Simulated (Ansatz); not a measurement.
# SiO2 (P3_221): the host for defect calculations

Aim: the runs on the perfect crystal SiO2 (P3_221) that a defect calculation needs first.

Method: plane-wave PAW DFT, PBE; relaxation of the defect-free supercell from random displacements, a test of the host's stability; PAW set soft_1, in Ansatz 0.2.0.

### 1. The starting structure

The cell holds 72 atoms: 24 Si and 48 O. Its edges and angles: a = 10.042 Å, b = 10.042 Å, c = 11.019 Å, α = 90.0°, β = 90.0°, γ = 120.0°.

### 2. Defect free supercell relaxed from displaced atoms

The input displaces the atoms at random before the relaxation, so that it can leave a symmetric saddle if there is one.

File pristine.rattled/input.yaml:

```yaml
crystal:
  lattice:
    - [10.0416382141, 0.0, 0.0]
    - [-5.0208191071, 8.696313789, 0.0]
    - [0.0, 0.0, 11.018548538]
  atoms:
    - { symbol: Si, position: [0.0, 0.238237339, 0.1666666666] }
    - { symbol: Si, position: [0.261762661, 0.261762661, 0.0] }
    - { symbol: Si, position: [0.238237339, 0.0, 0.3333333334] }
    - { symbol: O, position: [0.0792900599, 0.3720686106, 0.269425238] }
    - { symbol: O, position: [0.2927785507, 0.4207099401, 0.4360919048] }
    - { symbol: O, position: [0.1279313894, 0.2072214493, 0.1027585714] }
    - { symbol: O, position: [0.2072214493, 0.1279313894, 0.3972414286] }
    - { symbol: O, position: [0.4207099401, 0.2927785507, 0.0639080952] }
    - { symbol: O, position: [0.3720686106, 0.0792900599, 0.230574762] }
    - { symbol: Si, position: [0.0, 0.238237339, 0.6666666666] }
    - { symbol: Si, position: [0.261762661, 0.261762661, 0.5] }
    - { symbol: Si, position: [0.238237339, 0.0, 0.8333333333] }
    - { symbol: O, position: [0.0792900599, 0.3720686106, 0.769425238] }
    - { symbol: O, position: [0.2927785507, 0.4207099401, 0.9360919048] }
    - { symbol: O, position: [0.1279313894, 0.2072214493, 0.6027585714] }
    - { symbol: O, position: [0.2072214493, 0.1279313894, 0.8972414286] }
    - { symbol: O, position: [0.4207099401, 0.2927785507, 0.5639080952] }
    - { symbol: O, position: [0.3720686106, 0.0792900599, 0.730574762] }
    - { symbol: Si, position: [0.0, 0.738237339, 0.1666666666] }
    - { symbol: Si, position: [0.261762661, 0.761762661, 0.0] }
    - { symbol: Si, position: [0.238237339, 0.5, 0.3333333334] }
    - { symbol: O, position: [0.0792900599, 0.8720686106, 0.269425238] }
    - { symbol: O, position: [0.2927785507, 0.9207099401, 0.4360919048] }
    - { symbol: O, position: [0.1279313894, 0.7072214493, 0.1027585714] }
    - { symbol: O, position: [0.2072214493, 0.6279313894, 0.3972414286] }
    - { symbol: O, position: [0.4207099401, 0.7927785507, 0.0639080952] }
    - { symbol: O, position: [0.3720686106, 0.5792900599, 0.230574762] }
    - { symbol: Si, position: [0.0, 0.738237339, 0.6666666666] }
    - { symbol: Si, position: [0.261762661, 0.761762661, 0.5] }
    - { symbol: Si, position: [0.238237339, 0.5, 0.8333333333] }
    - { symbol: O, position: [0.0792900599, 0.8720686106, 0.769425238] }
    - { symbol: O, position: [0.2927785507, 0.9207099401, 0.9360919048] }
    - { symbol: O, position: [0.1279313894, 0.7072214493, 0.6027585714] }
    - { symbol: O, position: [0.2072214493, 0.6279313894, 0.8972414286] }
    - { symbol: O, position: [0.4207099401, 0.7927785507, 0.5639080952] }
    - { symbol: O, position: [0.3720686106, 0.5792900599, 0.730574762] }
    - { symbol: Si, position: [0.5, 0.238237339, 0.1666666666] }
    - { symbol: Si, position: [0.761762661, 0.261762661, 0.0] }
    - { symbol: Si, position: [0.738237339, 0.0, 0.3333333334] }
    - { symbol: O, position: [0.5792900599, 0.3720686106, 0.269425238] }
    - { symbol: O, position: [0.7927785507, 0.4207099401, 0.4360919048] }
    - { symbol: O, position: [0.6279313894, 0.2072214493, 0.1027585714] }
    - { symbol: O, position: [0.7072214493, 0.1279313894, 0.3972414286] }
    - { symbol: O, position: [0.9207099401, 0.2927785507, 0.0639080952] }
    - { symbol: O, position: [0.8720686106, 0.0792900599, 0.230574762] }
    - { symbol: Si, position: [0.5, 0.238237339, 0.6666666666] }
    - { symbol: Si, position: [0.761762661, 0.261762661, 0.5] }
    - { symbol: Si, position: [0.738237339, 0.0, 0.8333333333] }
    - { symbol: O, position: [0.5792900599, 0.3720686106, 0.769425238] }
    - { symbol: O, position: [0.7927785507, 0.4207099401, 0.9360919048] }
    - { symbol: O, position: [0.6279313894, 0.2072214493, 0.6027585714] }
    - { symbol: O, position: [0.7072214493, 0.1279313894, 0.8972414286] }
    - { symbol: O, position: [0.9207099401, 0.2927785507, 0.5639080952] }
    - { symbol: O, position: [0.8720686106, 0.0792900599, 0.730574762] }
    - { symbol: Si, position: [0.5, 0.738237339, 0.1666666666] }
    - { symbol: Si, position: [0.761762661, 0.761762661, 0.0] }
    - { symbol: Si, position: [0.738237339, 0.5, 0.3333333334] }
    - { symbol: O, position: [0.5792900599, 0.8720686106, 0.269425238] }
    - { symbol: O, position: [0.7927785507, 0.9207099401, 0.4360919048] }
    - { symbol: O, position: [0.6279313894, 0.7072214493, 0.1027585714] }
    - { symbol: O, position: [0.7072214493, 0.6279313894, 0.3972414286] }
    - { symbol: O, position: [0.9207099401, 0.7927785507, 0.0639080952] }
    - { symbol: O, position: [0.8720686106, 0.5792900599, 0.230574762] }
    - { symbol: Si, position: [0.5, 0.738237339, 0.6666666666] }
    - { symbol: Si, position: [0.761762661, 0.761762661, 0.5] }
    - { symbol: Si, position: [0.738237339, 0.5, 0.8333333333] }
    - { symbol: O, position: [0.5792900599, 0.8720686106, 0.769425238] }
    - { symbol: O, position: [0.7927785507, 0.9207099401, 0.9360919048] }
    - { symbol: O, position: [0.6279313894, 0.7072214493, 0.6027585714] }
    - { symbol: O, position: [0.7072214493, 0.6279313894, 0.8972414286] }
    - { symbol: O, position: [0.9207099401, 0.7927785507, 0.5639080952] }
    - { symbol: O, position: [0.8720686106, 0.5792900599, 0.730574762] }
basis:
  ecutwfc: 420
  xc_grid: 2
hamiltonian:
  xc: pbe
  pseudopotentials: { kind: paw, azcp: { folder: soft_1 } }
kpoints:
  mp_grid: { grid: [1, 1, 1] }
scf:
  occupations: { method: fermi_dirac, width: 0.01 }
  max_iter: 100
  lower_state_search: "off"
output:
  forces: true
relax:
  f_tol: 0.015
  max_steps: 120
  random_displacement: { amplitude: 0.06, seed: 6248 }
checkpoint:
  write: "../pristine.rattled.run"
  compress: false
  write_wavefunctions: false
  write_every: 100000
```

The run is started by

```
ansatz run input.yaml --threads 8 --pin off --max-ram 15073MiB --backend cpu --events-out ev --progress --plain --runs-dir out
```

Numbers of over 12 decimals in the logs are rounded to 6 here.

What it wrote:

```text
[... repeated set-up lines and file paths are left out, and long positions are rounded to six places ...]
Engine: ansatz 0.2.0, x86_64-unknown-linux-gnu
Pseudopotentials: kind: paw
Pseudopotential: Si, paw, valence charge 4, recommended cutoff 420 eV (normal), soft_1/Si.paw.azcp
Pseudopotential: O, paw, valence charge 6, recommended cutoff 420 eV (normal), soft_1/O.paw.azcp
Functional definition: PBE
  parameter kappa = 0.804
  parameter beta = 0.066725
  exchange = pbe_x(kappa = kappa, mu = beta*pi^2/3)
  correlation = pbe_c(beta = beta)
Crystal: 72 atoms, lattice volume = 962.197 Å³
Basis set: ecut = 420 eV, 18793 PW (Γ), exchange–correlation on 144×144×150 points (8 copies of the dense FFT grid, shifted against one another)
Bands: 264, of which v1, the nominal top of the filled ones, is band 192 counted from 1 (191 counted from 0)
Symmetry: 1 space group operations
k-points: 1
Non-local potential: Si, projectors of the file, l = 0: 2, l = 1: 2, l = 2: 1
Non-local potential: O, projectors of the file, l = 0: 2, l = 1: 2, l = 2: 1
PAW form: soft (Blöchl's): semilocal exchange-correlation on the pseudo side does not see the compensation charge
PAW one-centre angular grid: Si, 110 points (default); XC on 64 Gauss nodes
PAW one-centre angular grid: O, 110 points (default); XC on 64 Gauss nodes
Initial density: superposition of atomic densities (chi_scale 0.1, normalization cell, long waves kept (reshape's long-wave potential 0.04 eV rms))
Initial wavefunctions: pseudopotential atomic-orbital guess
Functional: x = pbe(κ = 0.804, μ = 0.219515), c = pbe(β = 0.066725)
SCF iter   1: F=—  HF=-42614.677950 eV  |F-HF|=—  |Δ(HF+E_count)|=         —  Δρ=1.29e-1  dr2=1.46e2  ethr=3.10e-3  ⟨swp⟩=6.0  Hψ=1176  notcnv=0  defer=36
preconditioner: auto → Resta (q_TF=auto, 2.341 Å⁻¹)  ε∞=2.7  [insulator: Δε(μ)=6.821 eV  Ē_g=17.806 eV  σ=0.010 eV  W_gap=1.00  n_scr=212 (ndim 8)  ℏωp=23.5 eV  f_vac=0.015  D(μ)=0.00/eV (n_scr^D=0)  ε∞_Penn≈2.7]
SCF iter   2: F=—  HF=-42574.657364 eV  |F-HF|=—  |Δ(HF+E_count)|=    4.00e1  Δρ=4.34e-2  dr2=7.52e0  ethr=3.10e-3  ⟨swp⟩=3.0  Hψ=637  notcnv=0  defer=66
SCF iter   3: F=—  HF=-42574.070072 eV  |F-HF|=—  |Δ(HF+E_count)|=   5.87e-1  Δρ=2.15e-2  dr2=2.43e0  ethr=1.96e-3  ⟨swp⟩=2.0  Hψ=310  notcnv=0  defer=66
SCF iter   4: F=—  HF=-42574.220262 eV  |F-HF|=—  |Δ(HF+E_count)|=   1.50e-1  Δρ=2.84e-3  dr2=6.07e-2  ethr=6.33e-4  ⟨swp⟩=3.0  Hψ=396  notcnv=0  defer=66
SCF iter   5: F=—  HF=-42574.238795 eV  |F-HF|=—  |Δ(HF+E_count)|=   1.85e-2  Δρ=1.37e-3  dr2=1.37e-2  ethr=1.58e-5  ⟨swp⟩=3.0  Hψ=694  notcnv=0  defer=66
SCF iter   6: F=—  HF=-42574.247270 eV  |F-HF|=—  |Δ(HF+E_count)|=   8.48e-3  Δρ=3.62e-4  dr2=1.21e-3  ethr=3.58e-6  ⟨swp⟩=3.0  Hψ=358  notcnv=0  defer=66
SCF iter   7: F=—  HF=-42574.248210 eV  |F-HF|=—  |Δ(HF+E_count)|=   9.40e-4  Δρ=1.47e-4  dr2=1.84e-4  ethr=3.14e-7  ⟨swp⟩=2.0  Hψ=395  notcnv=0  defer=66
SCF iter   8: F=—  HF=-42574.248295 eV  |F-HF|=—  |Δ(HF+E_count)|=   8.44e-5  Δρ=4.94e-5  dr2=2.31e-5  ethr=4.80e-8  ⟨swp⟩=2.0  Hψ=389  notcnv=0  defer=66
SCF iter   9: F=-42574.248317 eV  HF=-42574.248316 eV  |F-HF|=6.09e-7  |Δ(HF+E_count)|=   2.16e-5  Δρ=1.13e-5  dr2=9.76e-7  ethr=1.46e-9  ⟨swp⟩=5.0  Hψ=972  notcnv=0
SCF 1 converged in 9 iterations: F = -42574.248317 eV  dr2 = 9.76e-7
  greatest PAW one-centre occupation: 0.864 electrons in one spin orbital (limit 2), on the O atom at site 40 (counted from 0), in its partial waves of l = 0
relax step   1: F+E_penalty+E_count = -42574.24831695 eV  Δ(F+E_penalty+E_count) = +0.000e0 eV  max|allowed force component| = 4.527e0 eV/Å  Δτ_max = 0.0000 Å  (9 SCF iters, dr2 threshold 5.63e-6 eV, accepted)
[... the SCF cycles and remarks between the steps are left out from here to the last step ...]
relax step   2: F+E_penalty+E_count = -42576.46870965 eV  Δ(F+E_penalty+E_count) = -2.220e0 eV  max|allowed force component| = 2.868e0 eV/Å  Δτ_max = 0.0342 Å  (5 SCF iters, dr2 threshold 1.00e-4 eV, accepted)
relax step   3: F+E_penalty+E_count = -42578.07504462 eV  Δ(F+E_penalty+E_count) = -1.606e0 eV  max|allowed force component| = 6.667e-2 eV/Å  Δτ_max = 0.0661 Å  (6 SCF iters, dr2 threshold 1.00e-4 eV, accepted)
relax step   4: F+E_penalty+E_count = -42578.07990913 eV  Δ(F+E_penalty+E_count) = -4.865e-3 eV  max|allowed force component| = 2.439e-3 eV/Å  Δτ_max = 0.0196 Å  (7 SCF iters, dr2 threshold 2.78e-7 eV, accepted)
iter 1 solved again at ethr=1.78e-11 eV; its pass at ethr=3.10e-3 eV (dr2=6.83e-8 eV) is discarded
SCF iter   1: F=—  HF=-42578.079906 eV  |F-HF|=—  |Δ(HF+E_count)|=         —  Δρ=3.25e-6  dr2=6.91e-8  ethr=1.78e-11  ⟨swp⟩=2.0  Hψ=681  notcnv=0  defer=66
SCF iter   2: F=-42578.079909 eV  HF=-42578.079909 eV  |F-HF|=1.75e-8  |Δ(HF+E_count)|=   2.72e-6  Δρ=1.28e-6  dr2=1.38e-8  ethr=1.78e-11  ⟨swp⟩=5.0  Hψ=961  notcnv=0
SCF 5 converged in 2 iterations: F = -42578.079909 eV  dr2 = 1.38e-8
relax step   5: F+E_penalty+E_count = -42578.07990915 eV  Δ(F+E_penalty+E_count) = -2.358e-8 eV  max|allowed force component| = 2.448e-3 eV/Å  Δτ_max = 0.0000 Å  (2 SCF iters, accepted)
SCF converged after 2 iterations
Free energy (F): -42578.079909 eV
Harris-Foulkes:  -42578.079909 eV  (|F-HF|=1.75e-8)
Internal energy: -42578.079909 eV  (E = F + TS)
E sigma→0 (E₀):  -42578.079909 eV
Fermi energy:    4.806584 eV
--- Per-component energies (eV) ---
  E_band       = -1840.408426
  E_kinetic    = 9306.536557
  E_local      = -24265.441438  (includes V_loc(G=0)·N_el)
  E_nonlocal   = 3032.898409
  E_hartree    = 8918.784565
  E_xc         = -4815.335709
  E_vxc        = -5563.771499  (∫ρ·V_xc dr)
  E_paw        = -20143.345371  (= ΣΔE_a)
  E_vpaw       = -2188.240172  (= ΣTr[D̂ρ^β])
  E_aug_tail   = 0.040180  (compensation charges beyond the density's cutoff)
  E_ewald      = -14612.217103
  E_smearing   = -0.000000  (= −TS)
  E_closure    = -0.000000  (closes the sum)
  Σ components = -42578.079909   (vs F -42578.079909, Δ=0.00e0)
--- Forces (eV/Å), atoms counted from 1 ---
  atom   1  Si    -0.00018505     0.00101536    -0.00025607
  atom   2  Si     0.00053220    -0.00198914     0.00075300
  atom   3  Si     0.00114251    -0.00006533    -0.00143172
  atom   4  O      0.00082453     0.00136714    -0.00029030
  atom   5  O      0.00061866     0.00027558    -0.00065123
  atom   6  O      0.00041421    -0.00074666    -0.00006061
  atom   7  O     -0.00065726     0.00042050    -0.00083709
  atom   8  O     -0.00143225     0.00067378    -0.00042764
  atom   9  O     -0.00034541     0.00001273    -0.00015173
  atom  10  Si    -0.00153689     0.00118012    -0.00135217
  atom  11  Si    -0.00028063    -0.00113762     0.00033682
  atom  12  Si     0.00185889     0.00056358    -0.00030635
  atom  13  O     -0.00026691     0.00040466    -0.00062836
  atom  14  O      0.00058958     0.00049297    -0.00002600
  atom  15  O     -0.00079427    -0.00155728    -0.00069597
  atom  16  O     -0.00128179    -0.00222456    -0.00023236
  atom  17  O      0.00006863    -0.00018365    -0.00016550
  atom  18  O      0.00002896    -0.00078839    -0.00107938
  atom  19  Si     0.00028858     0.00129562     0.00121324
  atom  20  Si     0.00078727    -0.00149592     0.00015880
  atom  21  Si     0.00184001     0.00046119     0.00014600
  atom  22  O     -0.00062176     0.00060868    -0.00029075
  atom  23  O      0.00175882     0.00095788     0.00086760
  atom  24  O      0.00031164    -0.00086185     0.00066451
  atom  25  O     -0.00116845    -0.00135413     0.00050059
  atom  26  O      0.00100499    -0.00024040    -0.00244849
  atom  27  O      0.00051015     0.00136067     0.00016264
  atom  28  Si    -0.00061206     0.00032910    -0.00167745
  atom  29  Si    -0.00172791    -0.00115910    -0.00078238
  atom  30  Si     0.00097290    -0.00010363    -0.00077168
  atom  31  O     -0.00062408     0.00011530     0.00223781
  atom  32  O     -0.00051886    -0.00166243     0.00075158
  atom  33  O     -0.00022600     0.00043273     0.00123106
  atom  34  O     -0.00065495    -0.00211367     0.00099469
  atom  35  O      0.00033744     0.00040835    -0.00089912
  atom  36  O      0.00054913     0.00009372     0.00157442
  atom  37  Si     0.00059283     0.00161331    -0.00042477
  atom  38  Si    -0.00034427    -0.00197009     0.00036140
  atom  39  Si     0.00014583     0.00101504    -0.00109209
  atom  40  O      0.00010866    -0.00040018     0.00124041
[...]
atom  61  O     -0.00153878     0.00015208    -0.00152885
  atom  62  O      0.00110969    -0.00074270    -0.00093890
  atom  63  O     -0.00026812    -0.00111273    -0.00203609
  atom  64  Si    -0.00068648     0.00128585     0.00119352
  atom  65  Si    -0.00033388    -0.00084480    -0.00044360
  atom  66  Si     0.00031373    -0.00056993     0.00123547
  atom  67  O     -0.00128948     0.00039408    -0.00096324
  atom  68  O      0.00241244     0.00028705    -0.00080581
  atom  69  O     -0.00013316    -0.00054049     0.00058619
  atom  70  O     -0.00033506    -0.00078861     0.00012229
  atom  71  O     -0.00012667     0.00140767     0.00027594
  atom  72  O     -0.00075275     0.00000260     0.00007141
  max |Σ_I F_I| component: 1.23e-5 eV/Å
--- Relaxed structure (5 steps of the walk, 5 accepted, 0 SCFs on fresh bases) ---
  F+E_penalty+E_count = -42578.07990915 eV   max|allowed force component| = 2.448e-3 eV/Å
  atoms:
    - { symbol: Si, position: [-0.000449, 0.237477, 0.167116] }
    - { symbol: Si, position: [0.261470, 0.261177, 0.000497] }
    - { symbol: Si, position: [0.238016, -0.000812, 0.333946] }
    - { symbol: O, position: [0.078814, 0.371365, 0.269838] }
    - { symbol: O, position: [0.292503, 0.419711, 0.436376] }
    - { symbol: O, position: [0.127378, 0.206482, 0.103032] }
    - { symbol: O, position: [0.206700, 0.126750, 0.398126] }
    - { symbol: O, position: [0.420298, 0.292247, 0.064615] }
    - { symbol: O, position: [0.371923, 0.078676, 0.231283] }
    - { symbol: Si, position: [2.367418543677835e-5, 0.237745, 0.667336] }
    - { symbol: Si, position: [0.261527, 0.260961, 0.500572] }
    - { symbol: Si, position: [0.238404, -0.000328, 0.833820] }
    - { symbol: O, position: [0.079331, 0.371912, 0.769832] }
    - { symbol: O, position: [0.292779, 0.420165, 0.936517] }
    - { symbol: O, position: [0.127835, 0.206576, 0.603425] }
    - { symbol: O, position: [0.207003, 0.127295, 0.897796] }
    - { symbol: O, position: [0.420627, 0.292343, 0.564387] }
    - { symbol: O, position: [0.372485, 0.079129, 0.731297] }
    - { symbol: Si, position: [-0.000344, 0.737672, 0.167137] }
    - { symbol: Si, position: [0.261596, 0.761343, 0.000490] }
    - { symbol: Si, position: [0.237835, 0.499058, 0.333783] }
    - { symbol: O, position: [0.079128, 0.871444, 0.269904] }
    - { symbol: O, position: [0.292776, 0.919823, 0.436449] }
    - { symbol: O, position: [0.127219, 0.706524, 0.102776] }
    - { symbol: O, position: [0.206882, 0.626933, 0.397829] }
    - { symbol: O, position: [0.420270, 0.792502, 0.064941] }
    - { symbol: O, position: [0.371697, 0.578310, 0.231054] }
    - { symbol: Si, position: [0.000208, 0.737659, 0.667259] }
    - { symbol: Si, position: [0.261674, 0.760930, 0.500457] }
    - { symbol: Si, position: [0.238324, 0.499592, 0.833818] }
    - { symbol: O, position: [0.079612, 0.871875, 0.769687] }
    - { symbol: O, position: [0.293026, 0.920370, 0.936501] }
    - { symbol: O, position: [0.127858, 0.706369, 0.603214] }
    - { symbol: O, position: [0.207383, 0.627538, 0.897750] }
    - { symbol: O, position: [0.420663, 0.792134, 0.564359] }
    - { symbol: O, position: [0.372302, 0.578750, 0.731160] }
    - { symbol: Si, position: [0.499632, 0.237525, 0.167176] }
    - { symbol: Si, position: [0.761238, 0.260947, 0.000487] }
    - { symbol: Si, position: [0.738174, -0.001068, 0.333889] }
    - { symbol: O, position: [0.579173, 0.371526, 0.269756] }
    - { symbol: O, position: [0.792979, 0.419559, 0.436093] }
    - { symbol: O, position: [0.627211, 0.206162, 0.103082] }
    - { symbol: O, position: [0.706882, 0.126473, 0.398125] }
    - { symbol: O, position: [0.920124, 0.292057, 0.064524] }
    - { symbol: O, position: [0.871883, 0.078473, 0.231076] }
    - { symbol: Si, position: [0.500103, 0.237934, 0.667075] }
    - { symbol: Si, position: [0.761669, 0.260797, 0.500462] }
    - { symbol: Si, position: [0.738078, -0.000545, 0.833857] }
    - { symbol: O, position: [0.579518, 0.372130, 0.769523] }
    - { symbol: O, position: [0.792432, 0.419952, 0.936633] }
    - { symbol: O, position: [0.627759, 0.206611, 0.603090] }
    - { symbol: O, position: [0.706678, 0.127151, 0.897701] }
    - { symbol: O, position: [0.920577, 0.292090, 0.564571] }
    - { symbol: O, position: [0.872378, 0.078876, 0.731484] }
    - { symbol: Si, position: [0.499541, 0.737339, 0.167224] }
    - { symbol: Si, position: [0.761317, 0.761107, 0.000528] }
    - { symbol: Si, position: [0.738185, 0.499081, 0.333761] }
    - { symbol: O, position: [0.579201, 0.871007, 0.270052] }
    - { symbol: O, position: [0.793203, 0.919727, 0.436326] }
    - { symbol: O, position: [0.626943, 0.705939, 0.102857] }
    - { symbol: O, position: [0.707016, 0.626651, 0.398090] }
    - { symbol: O, position: [0.920156, 0.792526, 0.064824] }
    - { symbol: O, position: [0.872059, 0.578638, 0.231088] }
    - { symbol: Si, position: [0.500023, 0.737637, 0.667076] }
    - { symbol: Si, position: [0.761773, 0.760828, 0.500539] }
    - { symbol: Si, position: [0.738346, 0.499567, 0.833829] }
    - { symbol: O, position: [0.579337, 0.871718, 0.769629] }
    - { symbol: O, position: [0.792388, 0.920094, 0.936709] }
    - { symbol: O, position: [0.627800, 0.706458, 0.603139] }
    - { symbol: O, position: [0.707266, 0.627453, 0.897689] }
    - { symbol: O, position: [0.920651, 0.792000, 0.564604] }
    - { symbol: O, position: [0.872680, 0.578802, 0.731472] }
```

Run time: 6.5 s. Hardware: 8 threads of Intel Xeon 6975P-C (Granite Rapids), shared host; peak memory 1.1 GiB.

Step by step:

```
step  energy less that of the first step (eV)  largest force component (eV/Å)
   1                                   0.0000                          4.5272
   2                                  -2.2204                          2.8677
   3                                  -3.8267                          0.0667
   4                                  -3.8316                          0.0024
   5                                  -3.8316                          0.0024
```

The relaxation ends 53 meV an atom lower than the displaced start, with a largest force component of 0.0024 eV/Å.

### 3. Summary of results

| Property | Result |
| --- | --- |
| symmetric supercell less the displaced and relaxed one | 0.000 eV |

What this shows: The energy fell by 3.832 eV from the randomly displaced start; against the sites as typed, O41 ends farthest off, by 0.01 Å, once the mean shift is taken out. The displaced cell ends within 0.01 eV of the symmetric one, so no lower structure shows in this supercell. All at zero temperature.

[Logs are printed without paths, hosts, clocks, repeated set-up lines and the standing remarks that a program may print on its own settings, such as how far it seeks lower states.]

[Hosts, paths, dates, database ids (printed as entryN), source tags and the programs' standing remarks are cut or masked in the printed files.]

[Runs of the host that timed out are not shown.]

[For some hosts the program warned that the k-mesh of the response run may be too coarse for force constants and the static dielectric constant; such warnings are not always shown.]
